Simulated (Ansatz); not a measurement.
## Dielectric function and optical constants of KZnF3

What colour and refractive index does KZnF3 have at this level of theory?

Main program and level: Ansatz 0.2.0; DFT, r2SCAN, plane-wave PAW, default files, scalar-relativistic, independent-particle optical response without local fields.

## (1) The structure

It takes space group Pm-3m (No. 221, cubic). The conventional cell has a = 4.050 Å, b = 4.050 Å, c = 4.050 Å, α = 90.00°, β = 90.00°, γ = 90.00°. Nearest to Zn lie 6 F at 2.02 Å. Nearest to K lie 12 F at 2.86 Å. Nearest to F lie 2 Zn at 2.02 Å and 4 K at 2.86 Å. Farther neighbours, and contacts between anions beyond the nearest, are not listed.

Coordinates:

```cif
data_structure
_symmetry_space_group_name_H-M 'P 1'
_symmetry_Int_Tables_number 1
_cell_length_a 4.0500
_cell_length_b 4.0500
_cell_length_c 4.0500
_cell_angle_alpha 90.000
_cell_angle_beta 90.000
_cell_angle_gamma 90.000
_cell_volume 66.43
loop_
_atom_site_label
_atom_site_type_symbol
_atom_site_fract_x
_atom_site_fract_y
_atom_site_fract_z
_atom_site_occupancy
Zn1 Zn 0.50000 0.50000 0.50000 1
K2 K 0.00000 0.00000 0.00000 1
F3 F 0.50000 0.00000 0.50000 1
F4 F 0.00000 0.50000 0.50000 1
F5 F 0.50000 0.50000 0.00000 1
```

## (2) Ground state and bands

The self-consistent density comes first; it also tells whether there is a gap, which decides the occupations and the need for a Drude term.

This step: DFT, r2SCAN, plane-wave PAW, default files, scalar-relativistic, ground state (Ansatz 0.2.0).

input.yaml

```yaml
crystal:
  lattice:
    - [4.05, 0.0, 0.0]
    - [0.0, 4.05, 0.0]
    - [0.0, 0.0, 4.05]
  atoms:
    - { symbol: Zn, position: [0.5, 0.5, 0.5] }
    - { symbol: K, position: [0.0, 0.0, 0.0] }
    - { symbol: F, position: [0.5, 0.0, 0.5] }
    - { symbol: F, position: [0.0, 0.5, 0.5] }
    - { symbol: F, position: [0.5, 0.5, 0.0] }
kpoints:
  mp_grid: { grid: [6, 6, 6] }
  band_path:
    path:
      - [[0.0, 0.0, 0.0], [0.0, 0.5, 0.0], [0.5, 0.5, 0.0], [0.0, 0.0, 0.0], [0.5, 0.5, 0.5], [0.0, 0.5, 0.0]]
      - [[0.5, 0.5, 0.0], [0.5, 0.5, 0.5]]
    npoints: 8
scf:
  occupations: { method: fermi_dirac, width: 0.05 }
  n_extra_bands: 9
hamiltonian:
  xc: r2scan
  pseudopotentials: { kind: paw }
output:
  forces: true
  stress: true
  populations: true
  write_bands: true
```

Launch:

```console
ansatz run input.yaml --threads 4 --pin off --max-ram 8192MiB --backend cpu --events-out ev --progress --plain --runs-dir out
```

Output:

```text
scf.n_extra_bands = 9 over 21 filled bands (N_el = 42.0): the run solves 30 bands
Engine: ansatz 0.2.0, x86_64-unknown-linux-gnu
Pseudopotentials: kind: paw
Pseudopotential: Zn, paw, valence charge 12, recommended cutoff 500 eV (meta_gga), Zn.paw.azcp
Pseudopotential: K, paw, valence charge 9, recommended cutoff 500 eV (meta_gga), K.paw.azcp
Pseudopotential: F, paw, valence charge 7, recommended cutoff 500 eV (meta_gga), F.paw.azcp
Functional definition: r2SCAN
  parameter k0 = 0.174
  parameter k1 = 0.065
  parameter a1 = 4.9479
  exchange = r2scan_x(k0 = k0, k1 = k1, a1 = a1)
  correlation = r2scan_c
Crystal: 5 atoms, lattice volume = 66.430 Å³
Basis set: ecut = 500 eV, 1743 PW (Γ), exchange–correlation on 120×120×120 points (64 copies of the dense FFT grid, shifted against one another)
Bands: 30, of which v1, the nominal top of the filled ones, is band 21 counted from 1 (20 counted from 0)
Symmetry: 48 space group operations
Space group: Pm-3m (ITA 221), of the structure as read, at distance tolerance 4.1e-5 Å
k-points: 20 of 216
Non-local potential: Zn, projectors of the file, l = 0: 2, l = 1: 2, l = 2: 3, l = 3: 1
Non-local potential: K, projectors of the file, l = 0: 3, l = 1: 2, l = 2: 2
Non-local potential: F, projectors of the file, l = 0: 2, l = 1: 2, l = 2: 1
PAW form: soft (Blöchl's): semilocal exchange-correlation on the pseudo side does not see the compensation charge
PAW frozen core: Zn, regenerated for the run's functional (the file was generated under x = pbe(κ = 0.804, μ = 0.219515), c = pbe(β = 0.066725))
PAW frozen core: K, regenerated for the run's functional (the file was generated under x = pbe(κ = 0.804, μ = 0.219515), c = pbe(β = 0.066725))
PAW frozen core: F, regenerated for the run's functional (the file was generated under x = pbe(κ = 0.804, μ = 0.219515), c = pbe(β = 0.066725))
PAW one-centre angular grid: Zn, 590 points (default); XC on 261 of its mesh's 2673 points in the sphere
PAW one-centre angular grid: K, 302 points (default); XC on 160 Gauss nodes
PAW one-centre angular grid: F, 302 points (default); XC on 160 Gauss nodes
Initial density: superposition of atomic densities (neutral atoms: chi_scale 0, normalization atom), corrected by the library's trained network
Initial wavefunctions: pseudopotential atomic-orbital guess
Functional: x = r2scan, c = r2scan; τ floored in thin density (d = 2e-4 eV/Å³)
SCF iter   1: F=—  HF=-7302.848317 eV  |F-HF|=—  |Δ(HF+E_count)|=         —  Δρ=1.30e-2  dr2=6.20e-2  dr2_τ=8.36e-2  ethr=1.77e-3  ⟨swp⟩=5.8  Hψ=3014  notcnv=0  defer=6
preconditioner: auto → Resta (q_TF=auto, 2.528 Å⁻¹)  ε∞=3.2  [insulator: Δε(μ)=4.832 eV  Ē_g=19.911 eV  σ=0.050 eV  W_gap=1.00  n_scr=18 (ndim 8)  ℏωp=29.5 eV  f_vac=0.051  D(μ)=0.00/eV (n_scr^D=0)  ε∞_Penn≈3.2]
SCF iter   2: F=—  HF=-7302.896922 eV  |F-HF|=—  |Δ(HF+E_count)|=   4.86e-2  Δρ=3.90e-3  dr2=5.43e-3  dr2_τ=8.95e-4  ethr=1.48e-4  ⟨swp⟩=2.0  Hψ=1259  notcnv=0  defer=54
SCF iter   3: F=—  HF=-7302.896087 eV  |F-HF|=—  |Δ(HF+E_count)|=   8.36e-4  Δρ=2.84e-3  dr2=2.28e-3  dr2_τ=1.71e-4  ethr=1.29e-5  ⟨swp⟩=2.0  Hψ=817  notcnv=0  defer=54
SCF iter   4: F=—  HF=-7302.895602 eV  |F-HF|=—  |Δ(HF+E_count)|=   4.84e-4  Δρ=4.42e-4  dr2=1.31e-4  dr2_τ=2.02e-5  ethr=5.43e-6  ⟨swp⟩=2.1  Hψ=771  notcnv=0  defer=54
SCF iter   5: F=—  HF=-7302.895564 eV  |F-HF|=—  |Δ(HF+E_count)|=   3.79e-5  Δρ=1.69e-4  dr2=9.51e-6  dr2_τ=1.84e-6  ethr=3.13e-7  ⟨swp⟩=2.0  Hψ=899  notcnv=0  defer=54
SCF iter   6: F=—  HF=-7302.895579 eV  |F-HF|=—  |Δ(HF+E_count)|=   1.44e-5  Δρ=3.37e-5  dr2=7.60e-7  dr2_τ=1.03e-7  ethr=2.26e-8  ⟨swp⟩=2.2  Hψ=868  notcnv=0  defer=54
SCF iter   7: F=-7302.895579 eV  HF=-7302.895579 eV  |F-HF|=1.66e-8  |Δ(HF+E_count)|=   8.82e-8  Δρ=4.89e-6  dr2=6.39e-9  dr2_τ=1.58e-9  ethr=2.38e-10  ⟨swp⟩=8.8  Hψ=3084  notcnv=0
SCF 1 converged in 7 iterations: F = -7302.895579 eV  dr2 = 6.39e-9
  greatest PAW one-centre occupation: 0.994 electrons in one spin orbital (limit 2), on the Zn atom at site 0 (counted from 0), in its partial waves of l = 2
NSCF: frozen V_eff on 50 k-points
SCF converged after 7 iterations
Free energy (F): -7302.895579 eV
Harris-Foulkes:  -7302.895579 eV  (|F-HF|=1.66e-8)
Internal energy: -7302.895579 eV  (E = F + TS)
E sigma→0 (E₀):  -7302.895579 eV
Fermi energy:    6.122004 eV
--- Per-component energies (eV) ---
  E_band       = -182.294789
  E_kinetic    = 1010.315555
  E_local      = -4065.220423  (includes V_loc(G=0)·N_el)
  E_nonlocal   = 860.018603
  E_hartree    = 1610.425339
  E_xc         = -495.069437
  E_vxc        = -587.488174  (∫ρ·V_xc dr)
  E_paw        = -3256.751205  (= ΣΔE_a)
  E_vpaw       = -660.134906  (= ΣTr[D̂ρ^β])
  E_aug_tail   = 0.003155  (compensation charges beyond the density's cutoff)
  E_vtau       = 39.360339  (kinetic-family band-sum trace: ∫τ·v_τ [+ j·A + Jᵃ·Aᵃ] dr)
  E_ewald      = -2966.144187
  E_core_change = -0.472978  (= ΣΔE_core)
  E_smearing   = -0.000000  (= −TS)
  E_closure    = -0.000000  (closes the sum)
  Σ components = -7302.895579   (vs F -7302.895579, Δ=0.00e0)
--- Forces (eV/Å), atoms counted from 1 ---
  atom   1  Zn     0.00000000     0.00000000    -0.00000000
  atom   2  K     -0.00000000    -0.00000000    -0.00000000
  atom   3  F      0.00000000    -0.00000000     0.00000000
  atom   4  F      0.00000000    -0.00000000     0.00000000
  atom   5  F     -0.00000000     0.00000000    -0.00000000
  max |Σ_I F_I| component: 1.99e-29 eV/Å
--- Stress (GPa, compression-positive) ---
       -0.225662       0.000000       0.000000
       -0.000000      -0.225662       0.000000
        0.000000       0.000000      -0.225662
  P = ⅓ Tr σ = -0.2257 GPa (-2.257 kbar)
--- Band table (eV; the first three rows and the last of 20) ---
  k-point 0: bands = [... 17 lower, 1.5497, 1.7808, 1.7808, 1.7808, 8.3665, 13.0808, 13.0808, 14.0588, ... 5 higher]
  k-point 1: bands = [... 17 lower, 1.5930, 1.8034, 1.8034, 1.8411, 8.8920, 13.3060, 13.3076, 14.3155, ... 5 higher]
  k-point 2: bands = [... 17 lower, 1.6100, 1.8952, 1.8952, 2.0890, 10.1610, 13.2854, 13.7879, 15.3436, ... 5 higher]
  k-point 19: bands = [... 17 lower, 2.1351, 2.1351, 3.7366, 3.7366, 12.9837, 12.9837, 12.9837, 14.9512, ... 5 higher]
--- Löwdin populations: 5 sites ---
  site symbol       q [e]
     0     Zn     10.4066
     1      K      8.1799
     2      F      7.7459
     3      F      7.7459
     4      F      7.7459
  spilling = 0.004188 (of n_electrons = 42.000000)
```

The job ended after 3.5 s (4 threads of Intel Xeon at 2.70GHz, shared host; peak memory 0.53 GiB; 10 s of CPU time).

Reading the cycles: dr2 is the Hartree energy of the density residual (eV), the measure of convergence; HF is the Harris–Foulkes estimate of the energy, which meets the free energy F at convergence.

Read from the output:

| Property | Result |
| --- | --- |
| free energy | -7302.8956 eV |
| Fermi energy | 6.122 eV |
| gap by band count | 4.630 eV |
| electrons | 42 |
| symmetry operations | 48 |
| pressure | -0.2257 GPa |
| gap on the k-mesh | 4.630 eV |
| volume | 66.43 Å³ |
| gap on the path | 4.630 eV |
| least direct gap on the path | 6.586 eV |

There is a gap, 4.63 eV on the path, so no carriers' term is needed. The cell is left with a pressure of -0.2 GPa, as it stands unrelaxed at this level.

Electronic bands along the path, in eV, zero at the Fermi level; v1 is the highest filled band, c1 the lowest empty one:

```csv
point,v4,v3,v2,v1,c1,c2,c3,c4
Γ,-4.57,-4.34,-4.34,-4.34,2.24,6.96,6.96,7.94
halfway,-4.51,-4.28,-4.28,-4.17,3.35,7.28,7.42,8.59
X,-4.52,-4.17,-4.17,-3.90,5.02,6.67,7.92,9.50
halfway,-4.38,-4.21,-4.15,-3.02,5.60,7.31,8.44,9.11
M,-4.26,-4.26,-4.00,-2.39,6.50,8.46,8.65,8.65
halfway,-4.39,-4.38,-4.29,-3.42,4.20,7.67,8.02,8.81
Γ,-4.57,-4.34,-4.34,-4.34,2.24,6.96,6.96,7.94
halfway,-4.46,-4.29,-3.46,-3.46,4.84,8.13,8.13,9.01
R,-3.99,-3.99,-2.38,-2.38,6.86,6.86,6.86,8.83
halfway,-4.22,-4.12,-3.52,-2.88,5.98,7.45,8.23,8.98
X,-4.52,-4.17,-4.17,-3.90,5.02,6.67,7.92,9.50
jump to M,-4.26,-4.26,-4.00,-2.39,6.50,8.46,8.65,8.65
halfway,-4.19,-4.00,-3.31,-2.39,6.65,7.53,7.53,9.21
R,-3.99,-3.99,-2.38,-2.38,6.86,6.86,6.86,8.83
```

## (3) Spectrum

With the density converged, the vertical transitions are summed over the zone.

This step: DFT, r2SCAN, plane-wave PAW, default files, scalar-relativistic, independent-particle optical response without local fields (Ansatz 0.2.0).

input.yaml, the sections that differ from step 2:

```yaml
kpoints:
  mp_grid: { grid: [6, 6, 6] }
scf:
  occupations: { method: fixed }
output:
  optics:
    e_range: [0, 14]
    de: 0.05
    sigma: 0.1
    nscf_kmesh: { grid: [6, 6, 6] }
    bands: { spectra_wanted_up_to: 14 }
# crystal, hamiltonian: as in step 2
```

Output:

```text
[...]
Crystal: 5 atoms, lattice volume = 66.430 Å³
Basis set: ecut = 500 eV, 1743 PW (Γ), exchange–correlation on 120×120×120 points (64 copies of the dense FFT grid, shifted against one another)
Bands: 26, of which v1, the nominal top of the filled ones, is band 21 counted from 1 (20 counted from 0)
[... 1 set-up line as in the run before ...]
[...]
k-points: 20 of 216
[...]
SCF iter   1: F=—  HF=-7302.848128 eV  |F-HF|=—  |Δ(HF+E_count)|=         —  Δρ=1.29e-2  dr2=6.12e-2  dr2_τ=8.33e-2  ethr=1.77e-3  ⟨swp⟩=4.8  Hψ=2146  notcnv=0  defer=41
[...]
SCF iter  10: F=-7302.895579 eV  HF=-7302.895579 eV  |F-HF|=1.82e-12  |Δ(HF+E_count)|=  1.36e-11  Δρ=2.02e-8  dr2=1.88e-13  dr2_τ=2.03e-14  ethr=1.00e-12  ⟨swp⟩=8.2  Hψ=1911  notcnv=0
SCF 1 converged in 10 iterations: F = -7302.895579 eV  dr2 = 1.88e-13
[...]
NSCF: frozen V_eff on 20 k-points
output.optics: what the bands over the 42 summed would add to eps1, eps2 and the energy-loss function is held between a lower and an upper bound (8 Lanczos steps). eps1, eps2 and their loss function (loss_summed_bands) are given on every row as the summed bands alone make them. Along an axis, on a row where the two bounds hold the loss function to about 1 % of the greater of itself and 0.5 % of |1/eps|, its cell (loss_completed) is given, with the completed eps1 and eps2 that it is formed of (a cell that is left empty reads nan in the table and null in the record). The two bounds hold it so along every axis on all 281 rows up to 14.000 eV. [rest of the remark cut]
SCF converged after 10 iterations
Free energy (F): -7302.895579 eV
[...]
Internal energy: -7302.895579 eV  (E = F + TS)
E sigma→0 (E₀):  -7302.895579 eV
Fermi energy:    3.736459 eV
[...]
--- Band table (eV; the first three rows and the last of 20) ---
  k-point 0: bands = [... 17 lower, 1.5497, 1.7807, 1.7807, 1.7807, 8.3664, 13.0808, 13.0808, 14.0588, ... 1 higher]
  k-point 1: bands = [... 17 lower, 1.5929, 1.8034, 1.8034, 1.8411, 8.8920, 13.3060, 13.3076, 14.3155, ... 1 higher]
  k-point 2: bands = [... 17 lower, 1.6100, 1.8951, 1.8951, 2.0888, 10.1610, 13.2854, 13.7879, 15.3436, ... 1 higher]
  k-point 19: bands = [... 17 lower, 2.1351, 2.1351, 3.7365, 3.7365, 12.9837, 12.9837, 12.9837, 14.9511, ... 1 higher]
```

Run time: 15 s. Hardware: 4 threads; peak memory 0.83 GiB.

Read-outs:

```
electronic dielectric constant ε∞, mean of the axes                                   : 2.304
absorption onset, first axis (α over 10⁴ cm⁻¹, or the direct gap if that lies higher) : 6.586 eV
least direct gap on the mesh                                                          : 6.586 eV
bands summed                                                                          : 42
spectra valid up to                                                                   : 25.35 eV
program's estimate of the k-sum error in Im epsilon                                   : 0.11 %
electrons in the f-sum                                                                : 16.14
```

The Im ε, any direction by photon energy; read off at these points:

photon energy (eV), Im ε, any direction and a bar:
```
    6.250       0.00 
    6.500       0.02 
    6.750       0.38 ####
    7.000       0.63 #######
    7.250       0.80 ########
    7.500       0.93 ##########
    7.750       1.02 ###########
    8.000       1.10 ############
    8.250       1.19 #############
    8.500       1.37 ##############
    8.650       1.54 ################
    8.750       1.36 ##############
    9.000       0.90 ##########
    9.250       1.03 ###########
    9.500       1.37 ###############
    9.750       0.92 ##########
   10.000       0.76 ########
   10.250       0.77 ########
   10.500       0.91 ##########
   10.750       0.86 #########
   11.000       0.76 ########
   11.250       0.97 ##########
   11.500       1.23 #############
   11.750       1.77 ###################
   11.900       1.87 ####################
   12.000       1.87 ####################
   12.250       1.46 ###############
   12.500       1.28 #############
   12.750       0.81 #########
   13.000       0.64 #######
   13.250       0.70 #######
   13.500       1.00 ###########
   13.750       1.45 ###############
   14.000       2.84 ##############################
```

Table of Re ε, any direction by photon energy:

photon energy (eV), Re ε, any direction and a bar from the least value:
```
      0.0       2.30 #############
      0.5       2.31 #############
      1.0       2.31 #############
      1.5       2.32 #############
      2.0       2.33 #############
      2.5       2.35 ##############
      3.0       2.38 ##############
      3.5       2.41 ###############
      4.0       2.45 ###############
      4.5       2.50 ################
      5.0       2.56 #################
      5.5       2.66 ###################
      6.0       2.80 ######################
      6.5       3.15 ############################
      7.0       3.26 ##############################
      7.5       3.07 ###########################
      8.0       2.88 #######################
      8.5       2.71 ####################
      9.0       2.26 ############
      9.5       2.23 ###########
     10.0       2.18 ###########
     10.5       2.33 #############
     11.0       2.57 ##################
     11.5       2.84 ######################
     12.0       2.07 #########
     12.5       1.60 
     13.0       2.08 #########
     13.5       2.71 ####################
     14.0       1.82 ####
```

The refractive index n and extinction k by photon energy:

```csv
photon energy (eV),n,k
0.0,1.52,0
0.5,1.52,0
1.0,1.52,0
1.5,1.52,0
2.0,1.53,0
2.5,1.53,0
3.0,1.54,0
3.5,1.55,0
4.0,1.56,0
4.5,1.58,0
5.0,1.60,0
5.5,1.63,0
6.0,1.67,0
6.5,1.77,0.00506
7.0,1.81,0.174
7.5,1.77,0.262
8.0,1.73,0.320
8.5,1.69,0.403
9.0,1.53,0.294
9.5,1.56,0.441
10.0,1.50,0.252
10.5,1.55,0.292
11.0,1.62,0.235
11.5,1.72,0.357
12.0,1.56,0.599
12.5,1.35,0.473
13.0,1.46,0.219
13.5,1.67,0.299
14.0,1.61,0.881
```

The reflectivity at normal incidence, any direction has structure finer than the step of the table below, so its rows give means over 0.5 eV. Peaks (eV: height): 8.60: 8.83, 9.40: 7.71, 11.80: 10.1.

Reflectivity at normal incidence, any direction against photon energy; means over each step:

```csv
photon energy (eV),"reflectivity at normal incidence, any direction (%)"
0.5,4.24
1.0,4.26
1.5,4.30
2.0,4.36
2.5,4.44
3.0,4.55
3.5,4.68
4.0,4.85
4.5,5.06
5.0,5.35
5.5,5.74
6.0,6.37
6.5,7.82
7.0,8.70
7.5,8.55
8.0,8.38
8.5,8.46
9.0,6.14
9.5,6.81
10.0,5.06
10.5,5.96
11.0,6.36
11.5,8.72
12.0,9.31
12.5,5.65
13.0,4.28
13.5,7.57
```

The loss function −Im 1/ε at q → 0, any direction has structure finer than the step of the table below, so its rows give means over 0.5 eV. Peaks (eV: height): 8.75: 0.214, 9.60: 0.226, 12.55: 0.309.

Loss function −Im 1/ε at q → 0, any direction against energy loss; means over each step:

energy loss (eV), loss function −Im 1/ε at q → 0, any direction and a bar:
```
      6.0      0.000 
      6.5      0.008 #
      7.0      0.056 ######
      7.5      0.090 #########
      8.0      0.116 ############
      8.5      0.159 ################
      9.0      0.162 #################
      9.5      0.188 ####################
     10.0      0.147 ###############
     10.5      0.138 ##############
     11.0      0.117 ############
     11.5      0.136 ##############
     12.0      0.243 #########################
     12.5      0.290 ##############################
     13.0      0.148 ###############
     13.5      0.118 ############
```

Optical constants at common wavelengths, from n + ik = √ε:

```csv
wavelength (nm),n,k,R (%),1/α
1550,1.52,0.000,4.3,over 1 mm
800,1.52,0.000,4.3,over 1 mm
532,1.53,0.000,4.4,over 1 mm
450,1.54,0.000,4.5,over 1 mm
365,1.55,0.000,4.6,over 1 mm
248,1.60,0.000,5.3,over 1 mm
193,1.75,0.001,7.4,25 µm
```

Through 1 µm of it, D65 light comes out colourless (x = 0.313, y = 0.329; 92 % transmitted).

The first strong peak, at 8.64 eV, fits the highest filled and the lowest empty band, which run nearly parallel at that distance over 56 % of X–M; the match rests on energies alone.

## (4) Summary of results

```
gap on the path                                                                       : 4.63 eV
least direct gap on the path                                                          : 6.59 eV
electronic dielectric constant ε∞, mean of the axes (independent particles)           : 2.30
absorption onset, first axis (α over 10⁴ cm⁻¹, or the direct gap if that lies higher) : 6.59 eV
```

At this level (r2SCAN, independent particles) KZnF3 has ε∞ = 2.30 and n = 1.52 at 1550 nm; absorption sets in near 6.6 eV. The gap is indirect (4.63 eV), so absorption without phonons can begin only at the direct gap of 6.59 eV. Absorption is strong from the direct gap on, 6.59 eV, in the ultraviolet, so the visible is passed. Im ε has its chief maxima at 8.64 eV (1.5), 9.49 eV (1.4), 10.43 eV (0.93) and 11.91 eV (1.9). The first strong peak, at 8.64 eV, fits the highest filled and the lowest empty band, which run nearly parallel at that distance over 56 % of X–M; the match rests on energies alone. Through 1 µm of it, D65 light comes out colourless (x = 0.313, y = 0.329; 92 % transmitted). Excitons and phonon-assisted transitions are missing, and so are local fields; r2SCAN gaps are as a rule too small, which pulls the onset down and ε∞ up. In the base run ε includes the program's bounded estimate of what the bands above those summed add.

[Long decimals in the printed logs are rounded to 6 places.]

[Logs are printed without paths, hosts, clocks, repeated set-up lines and the standing remarks that a program may print on its own settings, such as how far it seeks lower states.]

[Hosts, paths, dates, database ids (printed as entryN), source tags and the programs' standing remarks are cut or masked in the printed files.]

[Where the starting crystal was built by hand or by swapping elements, it need not be the compound's stable phase.]

[The count of steps not shown may lack steps that the program refused or didn't finish.]
